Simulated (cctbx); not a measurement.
**Occupancies in Bi3Rh2**

Cell a = 7.4750 Å, b = 7.4750 Å, c = 4.3180 Å, α = 90.00°, β = 90.00°, γ = 90.00°; space group P4/mbm (no. 127); nominal formula Bi3Rh2.

The data are simulated with cctbx, not measured: Ag Kα, λ = 0.56087 Å, to d = 0.84 Å, 50 % of the full sphere, strongest reflection 20000 counts, noise from counting, a 3 % proportional error and a noise floor of 4 counts (s.d.); no absorption, and some extinction, which the refinements don't model.

With every site full:

```text
Rint 0.026, 137 unique reflections to 0.84 A
cycle     R1     wR2    GooF  max shift (A)
   1  0.1244  0.3294  14.992   0.00125
   2  0.0206  0.0532   2.424   0.00011
final R1 0.0208 wR2 0.0532 GooF 2.423  parameters 10  data/parameter 13.7
atom        x        y        z      Ueq    occ   su(xyz)  su(Uiso or U11)
Bi1    0.50000  0.50000  0.50000   0.0149  1.000  0.00000  0.0004
Bi2    0.83030  0.33030  0.00000   0.0142  1.000  0.00008  0.0004
Rh1    0.60993  0.10993  0.50000   0.0452  1.000  0.00034  0.0012
difference map: max 1.93 min -2.47 rms 0.46
Q1    0.0000  0.5000  0.5000    2    1.93  1.16 A from Rh1
Q2    0.1495  0.6495  0.0000    4    1.13  0.21 A from Bi2
Q3    0.0588  0.6549  0.5000    8    1.12  1.31 A from Rh1
Q4    0.0000  0.0000  0.4163    4    0.88  0.36 A from Bi1
Q5    0.1159  0.1293  0.3234   16    0.73  1.51 A from Bi1
Q6    0.1129  0.2815  0.2868   16    0.73  1.23 A from Rh1
```

With the occupancies of the suspect sites free, each still typed as its main element:

```text
Rint 0.026, 137 unique reflections to 0.84 A
cycle     R1     wR2    GooF  max shift (A)
   1  0.1345  0.3383  15.460   0.00063
   5  0.0090  0.0204   0.932   0.00002
final R1 0.0091 wR2 0.0204 GooF 0.931  parameters 11  data/parameter 12.5
atom        x        y        z      Ueq    occ   su(xyz)  su(Uiso or U11)
Bi1    0.50000  0.50000  0.50000   0.0157  1.000  0.00000  0.0002
Bi2    0.83035  0.33035  0.00000   0.0149  1.000  0.00003  0.0001
Rh1    0.61009  0.11009  0.50000   0.0340  0.842  0.00013  0.0006
su of occupancy Rh1: 0.006
difference map: max 1.20 min -0.74 rms 0.20
Q1    0.0000  0.5000  0.5000    2    1.20  1.16 A from Rh1
Q2    0.0000  0.5000  0.0000    2    0.67  1.79 A from Bi2
Q3    0.0693  0.5693  0.2733    8    0.55  1.59 A from Bi2
Q4    0.0789  0.6645  0.5000    8    0.48  1.47 A from Rh1
Q5    0.0254  0.7971  0.1992   16    0.48  1.68 A from Bi2
Q6    0.1719  0.1602  0.2795   16    0.43  1.69 A from Bi2
```

**Question.** What is the disorder?

X-rays count electrons. Rh1 refines to 0.842(0.006), or 37.9 electrons; the site truly holds 0.85 Rh, 38.2 electrons, which is 0.850 of Rh. A value under 1 can't tell vacancies from a lighter guest, and one over 1 needs a heavier guest; chemistry or a second radiation must settle which. Occupancy correlates with U and the scale, so the match is approximate.

Freeing them takes R1 from 0.0208 to 0.0091 and GooF from 2.42 to 0.93.

The model is made up (kin elements in a known structure type, no relaxation), so it says nothing on whether the phase exists.

[Middle refinement cycles are left out of these outputs.]

[Logs are printed without paths, hosts, clocks, repeated set-up lines and the standing remarks that a program may print on its own settings, such as how far it seeks lower states.]
